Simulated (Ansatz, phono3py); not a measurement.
## GaN (P6_3mc): solver, mesh and scattering choices in phono3py

Aim: with force constants in hand, see how mesh, solver, isotopes and boundaries change the conductivity of GaN.

What experiment has found for this phase:
- thermal conductivity 210 W/m/K near room temperature (given in “Combining the AFLOW GIBBS and Elastic Libraries to efficiently and robustly screen thermo-mechanical properties of solids”, 2017, arXiv:1611.05714)

Method: DFT LDA, scalar-relativistic, plane waves, PAW; PAW set soft_1, in the first sound run; inputs show where later runs differ, in Ansatz 0.2.0 and phono3py 4.10.0.

The database entry behind the starting cell differs from later determinations by our own check (about 0.3 % short, ideal inner coordinate), so it need not match the best structure at ambient conditions.

## 1. Starting point

It takes space group P6_3mc (No. 186, hexagonal). Conventional cell: a = 3.152 Å, b = 3.152 Å, c = 5.138 Å, α = 90.00°, β = 90.00°, γ = 120.00°. Nearest to Ga lie 4 N at 1.93 Å. Nearest to N lie 4 Ga at 1.93 Å. Farther neighbours and most contacts between anions are not listed.

## 2. The earlier run that gave the force constants

Input file input.yaml:

```yaml
crystal:
  lattice:
    - [3.15164975, 0.0, 0.0]
    - [-1.575824875, 2.7294087473, 0.0]
    - [0.0, 0.0, 5.1383029334]
  atoms:
    - { symbol: Ga, position: [0.3333333333, 0.6666666667, -0.0006990692] }
    - { symbol: Ga, position: [0.6666666667, 0.3333333333, 0.4993009308] }
    - { symbol: "N", position: [0.3333333333, 0.6666666667, 0.3756990692] }
    - { symbol: "N", position: [0.6666666667, 0.3333333333, 0.8756990692] }
kpoints:
  mp_grid: { grid: [9, 9, 6] }
hamiltonian:
  xc: lda
  pseudopotentials: { kind: paw, azcp: { folder: soft_1 }, xc_functional: pbe }
scf:
  occupations: { method: fixed }
  lower_state_search: "off"
output:
  eigenvalues: true
phonons:
  method: fd
  dielectric: true
  supercell: [3, 3, 2]
  temperatures: { t_max: 1000, t_step: 50 }
  qpath:
    path:
      - [[0.0, 0.0, 0.0], [0.5, 0.0, 0.0], [0.33333333, 0.33333333, 0.0], [0.0, 0.0, 0.0], [0.0, 0.0, 0.5], [0.5, 0.0, 0.5], [0.33333333, 0.33333333, 0.5], [0.0, 0.0, 0.5]]
      - [[0.5, 0.0, 0.5], [0.5, 0.0, 0.0]]
      - [[0.33333333, 0.33333333, 0.0], [0.33333333, 0.33333333, 0.5]]
    npoints: 10
  third_order: { supercell: [3, 3, 2], pair_cutoff: 3.354 }
  lattice_thermal_conductivity:
    qmesh: [19, 19, 9]
    temperatures: [100.0, 150.0, 200.0, 300.0, 400.0, 500.0, 600.0, 800.0]
    isotope_mass_variance:
      - { species: Ga, variance: 0.0001971 }
      - { species: "N", variance: 1.838e-05 }
```

The run is started by

```sh
ansatz run input.yaml --threads 18 --pin off --max-ram 92160MiB --backend cuda --events-out ev --progress --plain --runs-dir out --max-vram 78GiB
```

It took 11 min on 1 × NVIDIA GB200 with 18 threads of Arm Neoverse V2, shared host; peak memory 3.8 GiB; 2 h of CPU time.

Numbers from this step:

| Quantity | Value |
| --- | --- |
| highest frequency | 734.8 cm⁻¹ |
| κ at 300 K (relaxation time) | 257.6 W/m/K |
| κ at 300 K (full solution) | 274 W/m/K |
| dipole term | run |
| third-order blocks | 616 |

## 3. Relaxation-time solution

The base run: each mode relaxes on its own with natural isotopes, and rates are split into normal and umklapp parts.

This step: DFT LDA, scalar-relativistic, plane waves, PAW; PAW set soft_1; phono3py on Ansatz's force constants (phono3py 4.10.0).

Input file phono3py.yaml:

```yaml
phono3py:
  version: "4.10.0"
  frequency_unit_conversion_factor: 15.633302
  symmetry_tolerance: 1.00000e-05

physical_unit:
  atomic_mass: "AMU"
  length: "angstrom"

space_group:
  type: "P6_3mc"
  number: 186
  Hall_symbol: "P 6c -2c"

primitive_matrix:
- [  1.000000000000000,  0.000000000000000,  0.000000000000000 ]
- [  0.000000000000000,  1.000000000000000,  0.000000000000000 ]
- [  0.000000000000000,  0.000000000000000,  1.000000000000000 ]

supercell_matrix:
- [   3,   0,   0 ]
- [   0,   3,   0 ]
- [   0,   0,   2 ]

# [primitive_cell block left out]
unit_cell:
  lattice:
  - [     3.151649749982174,     0.000000000000000,     0.000000000000000 ] # a
  - [    -1.575824874991087,     2.729408747315437,     0.000000000000000 ] # b
  - [     0.000000000000000,     0.000000000000000,     5.138302933400000 ] # c
  points:
  - symbol: Ga # 1
    coordinates: [  0.333333333333333,  0.666666666666667, -0.000699069200000 ]
    mass: 69.723000
    reduced_to: 1
  - symbol: Ga # 2
    coordinates: [  0.666666666666667,  0.333333333333333,  0.499300930800000 ]
    mass: 69.723000
    reduced_to: 2
  - symbol: N # 3
    coordinates: [  0.333333333333333,  0.666666666666667,  0.375699069200000 ]
    mass: 14.007000
    reduced_to: 3
  - symbol: N # 4
    coordinates: [  0.666666666666667,  0.333333333333333,  0.875699069200000 ]
    mass: 14.007000
    reduced_to: 4

# [supercell block left out]
phonon_supercell_matrix:
- [   3,   0,   0 ]
- [   0,   3,   0 ]
- [   0,   0,   2 ]

# [phonon_primitive_cell block left out]
# [phonon_supercell block left out]
nac:
  born_effective_charge:
  - # 1 (Ga)
    - [  2.585481926279398,  0.000000000000000,  0.000000000000000 ]
    - [  0.000000000000000,  2.585481926279397,  0.000000000000000 ]
    - [  0.000000000000000,  0.000000000000000,  2.721583291749863 ]
  - # 2 (Ga)
    - [  2.585481926279398,  0.000000000000000,  0.000000000000000 ]
    - [  0.000000000000000,  2.585481926279397,  0.000000000000000 ]
    - [  0.000000000000000,  0.000000000000000,  2.721583291749863 ]
  - # 3 (N)
    - [ -2.585481926279397,  0.000000000000000,  0.000000000000000 ]
    - [  0.000000000000000, -2.585481926279398,  0.000000000000000 ]
    - [  0.000000000000000,  0.000000000000000, -2.721583291749863 ]
  - # 4 (N)
    - [ -2.585481926279398,  0.000000000000000,  0.000000000000000 ]
    - [  0.000000000000000, -2.585481926279397,  0.000000000000000 ]
    - [  0.000000000000000,  0.000000000000000, -2.721583291749863 ]
  dielectric_constant:
    - [  5.618895422893223,  0.000000000000000,  0.000000000000000 ]
    - [  0.000000000000000,  5.618895422893223,  0.000000000000000 ]
    - [  0.000000000000000,  0.000000000000000,  5.791620692379660 ]
  unit_conversion_factor: 14.399645
```

The run is started by

```sh
phono3py phono3py.yaml --mesh 19 19 9 --br --isotope --nu --ts 100 150 200 300 400 500 600 800
```

Output:

```text
Rust backend (phonors) using rayon (8 threads).
Running in phono3py.load mode.
Spglib version 2.8.0
----------------------------- General settings -----------------------------
Run mode: conductivity-RTA
HDF5 data compression filter: gzip
Crystal structure was read from "phono3py.yaml".
Supercell (dim): [3 3 2]
Phonon supercell (dim-fc2): [3 3 2]
Primitive matrix:
  [1. 0. 0.]
  [0. 1. 0.]
  [0. 0. 1.]
Spacegroup: P6_3mc (186)
Use -v option to watch primitive cell, unit cell, and supercell structures.
NAC parameters were read from "phono3py.yaml".
fc3 was read from "fc3.hdf5".
fc2 was read from "fc2.hdf5".
----------------------------- Force constants ------------------------------
Max drift of fc3: -0.00000400 (xzx) -0.00000400 (xzx) -0.00000400 (xxz)
Max drift of fc2: 0.00000800 (zz) 0.00000800 (zz)
--------------------------- Calculation settings ---------------------------
Non-analytical term correction (NAC): True
NAC unit conversion factor:  14.39964
BZ integration: Tetrahedron-method
Temperature:  100.0  150.0  200.0  300.0  400.0 ... 800.0
Cutoff frequency: 0.01
Mesh sampling: [ 19 19 9 ]
Generating grid system ... [ 19 19 9 ]
fc3-r2q-transformation over three atoms: True
--------------------------- Phonon calculations ----------------------------
Use NAC by Gonze et al. (no real space sum in current implementation)
  PRB 50, 13035(R) (1994), PRB 55, 10355 (1997)
  G-cutoff distance: 1.17, Number of G-points: 313, Lambda: 0.29
Running harmonic phonon calculations...
-------------------- Lattice thermal conductivity (RTA) --------------------
Running heat capacity calculations...
Running velocity calculations...
Running isotope scattering calculations with tetrahedron method...
======================= Grid point 0 (1/200) =======================
q-point: ( 0.00  0.00  0.00)
Boundary mean free path (millimeter): 1000.000
Mass variance parameters: 1.97e-04 1.97e-04 1.84e-05 1.84e-05
Number of triplets: 200
Frequency     group velocity (x, y, z)     |gv|
  -0.003   (   0.000    0.000    0.000)    0.000
   0.003   (  -0.000    0.000    0.000)    0.000
   0.005   (   0.000    0.000   -0.000)    0.000
   4.193   (   0.000   -0.000    0.000)    0.000
   4.193   (  -0.000    0.000    0.000)    0.000
  10.071   (   0.000    0.000    0.000)    0.000
  16.140   (   0.000    0.000    0.000)    0.000
  16.799   (   0.000   -0.000   -0.000)    0.000
  16.799   (  -0.000    0.000    0.000)    0.000
  17.072   (   0.000    0.000    0.000)    0.000
  17.072   (   0.000   -0.000    0.000)    0.000
  20.927   (   0.000   -0.000   -0.000)    0.000
======================= Grid point 1 (2/200) =======================
q-point: ( 0.05  0.00  0.00)
Boundary mean free path (millimeter): 1000.000
Mass variance parameters: 1.97e-04 1.97e-04 1.84e-05 1.84e-05
Number of triplets: 500
Frequency     group velocity (x, y, z)     |gv|
   0.664   (  38.702   22.345    0.000)   44.690
   0.722   (  32.131   18.551    0.000)   37.101
   1.455   (  60.990   35.212    0.000)   70.425
   4.228   (   3.210    1.853    0.000)    3.706
[...]
[197 grid points left out]
======================= Grid point 1639 (200/200) =======================
q-point: ( 0.32  0.32  0.44)
Boundary mean free path (millimeter): 1000.000
Mass variance parameters: 1.97e-04 1.97e-04 1.84e-05 1.84e-05
Number of triplets: 860
Frequency     group velocity (x, y, z)     |gv|
[...]
9.612   (  -0.092   -0.160    5.564)    5.567
   9.638   (  -1.304   -2.259    3.189)    4.120
  17.546   (   0.057    0.099   -2.351)    2.354
  17.585   (  -1.669   -2.891   -5.877)    6.759
  19.788   (   7.918   13.714    3.775)   16.280
  19.829   (   6.364   11.023   -0.128)   12.729
  20.170   (  -6.720  -11.640    6.666)   15.003
  20.326   (  -4.538   -7.859   -7.456)   11.745
=================== End of collection of collisions ===================
----------- Thermal conductivity (W/m-k) with tetrahedron method -----------
#  T(K)        xx         yy         zz         yz         xz         xy
  100.0     908.987    908.987    944.627     -0.000      0.000     -0.000
  150.0     561.833    561.833    565.219     -0.000      0.000     -0.000
  200.0     401.116    401.116    395.994     -0.000      0.000     -0.000
  300.0     259.716    259.716    253.135     -0.000      0.000     -0.000
  400.0     197.568    197.568    191.705     -0.000      0.000     -0.000
  500.0     161.946    161.946    156.752     -0.000      0.000     -0.000
  600.0     138.311    138.311    133.649     -0.000      0.000     -0.000
  800.0     108.174    108.174    104.286     -0.000      0.000     -0.000

Thermal conductivity related properties were written into
"kappa-m19199.hdf5".
Summary of calculation was written in "phono3py.yaml".
```

Run time: 56 s. Hardware: 8 threads of Intel Xeon at 2.70GHz, shared host; peak memory 0.1 GiB.

This step gave:

* κ at 300 K: 257.5 W/m/K
* κ xx, yy, zz at 300 K: 259.7, 259.7, 253.1 W/m/K
* normal share of three-phonon scattering at 300 K: 0.572

W/m/K. Kappa, by row:

```tsv
T (K)	xx	yy	zz	yz	xz	xy
100	909	909	944.6	0	0	0
150	561.8	561.8	565.2	0	0	0
200	401.1	401.1	396	0	0	0
300	259.7	259.7	253.1	0	0	0
400	197.6	197.6	191.7	0	0	0
500	161.9	161.9	156.8	0	0	0
600	138.3	138.3	133.6	0	0	0
800	108.2	108.2	104.3	0	0	0
```

Lattice thermal conductivity against temperature:

```tsv
temperature (K)	xx (W/m/K)	zz (W/m/K)
100	909	945
150	562	565
200	401	396
300	260	253
400	198	192
500	162	157
600	138	134
800	108	104
```

The mean scattering rate at 300 K by frequency:

```tsv
frequency (THz)	normal (1/ps)	umklapp (1/ps)
0.46	0.00102	3.5e-5
1.38	0.00167	2.6e-4
2.30	0.00412	0.00124
3.21	0.00821	0.00444
4.13	0.0125	0.0115
5.05	0.00927	0.0126
5.97	0.00488	0.00377
6.89	0.0161	0.00648
7.81	0.0495	0.0324
8.73	0.0708	0.0549
9.64	0.0847	0.101
10.56	0.119	0.16
11.48	-	-
12.40	-	-
13.32	-	-
14.24	-	-
15.16	-	-
16.07	1.19	0.109
16.99	0.191	0.0906
17.91	0.0666	0.0562
18.83	0.0419	0.0603
19.75	0.0172	0.0127
20.67	0.0525	0.0266
21.59	0.251	0.0483
```

The base value at 300 K is 258 W/(m K).

The lattice thermal conductivity is 260 W/m/K at 300 K (xx), going as T^-0.9 above 200 K; 253 W/m/K at 300 K (zz), going as T^-1.0 above 200 K.

## 4. Two programs, one set of constants

This step: DFT LDA, scalar-relativistic, plane waves, PAW; PAW set soft_1 (Ansatz 0.2.0).

Ansatz's figure includes its coherence part. Comparison, by row:

```tsv
T (K)	Ansatz RTA (W/m/K)	phono3py RTA (W/m/K)	difference (%)
100	921	920.9	-0.01
150	563	562.9	-0.01
200	399.4	399.4	0
300	257.6	257.5	-0.04
400	195.7	195.6	-0.03
500	160.3	160.2	-0.08
600	136.9	136.7	-0.12
800	107.1	106.9	-0.16
```

## 5. Without isotopes, third order supercell 3×3×2, supercell 3×3×2

Leaving out the isotope term shows how much the natural mass disorder scatters.

This step: DFT LDA, scalar-relativistic, plane waves, PAW; PAW set soft_1; phono3py on Ansatz's force constants (phono3py 4.10.0).

phono3py.yaml is that of step 3.

The run is started by

```sh
phono3py phono3py.yaml --mesh 19 19 9 --br --ts 100 150 200 300 400 500 600 800
```

Output:

```text
[banner, memory and clock lines left out]
Rust backend (phonors) using rayon (8 threads).
Running in phono3py.load mode.
Spglib version 2.8.0
----------------------------- General settings -----------------------------
Run mode: conductivity-RTA
HDF5 data compression filter: gzip
Crystal structure was read from "phono3py.yaml".
Supercell (dim): [3 3 2]
Phonon supercell (dim-fc2): [3 3 2]
Primitive matrix:
  [1. 0. 0.]
  [0. 1. 0.]
  [0. 0. 1.]
Spacegroup: P6_3mc (186)
Use -v option to watch primitive cell, unit cell, and supercell structures.
NAC parameters were read from "phono3py.yaml".
fc3 was read from "fc3.hdf5".
fc2 was read from "fc2.hdf5".
----------------------------- Force constants ------------------------------
Max drift of fc3: -0.00000400 (xzx) -0.00000400 (xzx) -0.00000400 (xxz)
Max drift of fc2: 0.00000800 (zz) 0.00000800 (zz)
--------------------------- Calculation settings ---------------------------
Non-analytical term correction (NAC): True
NAC unit conversion factor:  14.39964
BZ integration: Tetrahedron-method
Temperature:  100.0  150.0  200.0  300.0  400.0 ... 800.0
Cutoff frequency: 0.01
Mesh sampling: [ 19 19 9 ]
Generating grid system ... [ 19 19 9 ]
fc3-r2q-transformation over three atoms: True
--------------------------- Phonon calculations ----------------------------
  PRB 50, 13035(R) (1994), PRB 55, 10355 (1997)
  G-cutoff distance: 1.17, Number of G-points: 313, Lambda: 0.29
Running harmonic phonon calculations...
-------------------- Lattice thermal conductivity (RTA) --------------------
Running heat capacity calculations...
Running velocity calculations...
======================= Grid point 0 (1/200) =======================
q-point: ( 0.00  0.00  0.00)
Boundary mean free path (millimeter): 1000.000
Number of triplets: 200
Frequency     group velocity (x, y, z)     |gv|
  -0.003   (   0.000    0.000    0.000)    0.000
   0.003   (  -0.000    0.000    0.000)    0.000
   0.005   (   0.000    0.000   -0.000)    0.000
   4.193   (   0.000   -0.000    0.000)    0.000
   4.193   (  -0.000    0.000    0.000)    0.000
  10.071   (   0.000    0.000    0.000)    0.000
  16.140   (   0.000    0.000    0.000)    0.000
  16.799   (   0.000   -0.000   -0.000)    0.000
  16.799   (  -0.000    0.000    0.000)    0.000
  17.072   (   0.000    0.000    0.000)    0.000
  17.072   (   0.000   -0.000    0.000)    0.000
  20.927   (   0.000   -0.000   -0.000)    0.000
======================= Grid point 1 (2/200) =======================
q-point: ( 0.05  0.00  0.00)
Boundary mean free path (millimeter): 1000.000
Number of triplets: 500
Frequency     group velocity (x, y, z)     |gv|
   0.664   (  38.702   22.345    0.000)   44.690
   0.722   (  32.131   18.551    0.000)   37.101
   1.455   (  60.990   35.212    0.000)   70.425
   4.228   (   3.210    1.853    0.000)    3.706
[...]
[197 grid points left out]
======================= Grid point 1639 (200/200) =======================
q-point: ( 0.32  0.32  0.44)
Boundary mean free path (millimeter): 1000.000
Number of triplets: 860
Frequency     group velocity (x, y, z)     |gv|
[...]
9.612   (  -0.092   -0.160    5.564)    5.567
   9.638   (  -1.304   -2.259    3.189)    4.120
  17.546   (   0.057    0.099   -2.351)    2.354
  17.585   (  -1.669   -2.891   -5.877)    6.759
  19.788   (   7.918   13.714    3.775)   16.280
  19.829   (   6.364   11.023   -0.128)   12.729
  20.170   (  -6.720  -11.640    6.666)   15.003
  20.326   (  -4.538   -7.859   -7.456)   11.745
=================== End of collection of collisions ===================
----------- Thermal conductivity (W/m-k) with tetrahedron method -----------
#  T(K)        xx         yy         zz         yz         xz         xy
  100.0    1662.337   1662.337   1669.228     -0.000      0.000     -0.000
  150.0     957.271    957.271    941.133     -0.000      0.000     -0.000
  200.0     657.192    657.192    637.403     -0.000      0.000     -0.000
  300.0     400.160    400.160    384.021     -0.000      0.000     -0.000
  400.0     289.015    289.015    276.272     -0.000      0.000     -0.000
  500.0     227.044    227.044    216.614     -0.000      0.000     -0.000
  600.0     187.322    187.322    178.520     -0.000      0.000     -0.000
  800.0     139.099    139.099    132.412     -0.000      0.000     -0.000

Thermal conductivity related properties were written into
"kappa-m19199.hdf5".
Summary of calculation was written in "phono3py.yaml".
```

The job ended after 54 s (8 threads; peak memory 0.1 GiB; 6.8 min of CPU time).

This step gave:

```yaml
kappa_at_300_k: 394.8 W/m/K
kappa_xx_yy_zz_at_300_k: 400.2, 400.2, 384 W/m/K
```

W/m/K. Kappa, by row:

```tsv
T (K)	xx	yy	zz	yz	xz	xy
100	1662	1662	1669	0	0	0
150	957.3	957.3	941.1	0	0	0
200	657.2	657.2	637.4	0	0	0
300	400.2	400.2	384	0	0	0
400	289	289	276.3	0	0	0
500	227	227	216.6	0	0	0
600	187.3	187.3	178.5	0	0	0
800	139.1	139.1	132.4	0	0	0
```

κ at 300 K goes from 258 in the base run to 395 W/(m K).

[end of part 1 of 5]

[Logs are printed without paths, hosts, clocks, repeated set-up lines and the standing remarks that a program may print on its own settings, such as how far it seeks lower states.]

[Hosts, paths, dates, database ids (printed as entryN), source tags and the programs' standing remarks are cut or masked in the printed files.]

[A step with changed settings may run another functional than the one named; its input shows which.]
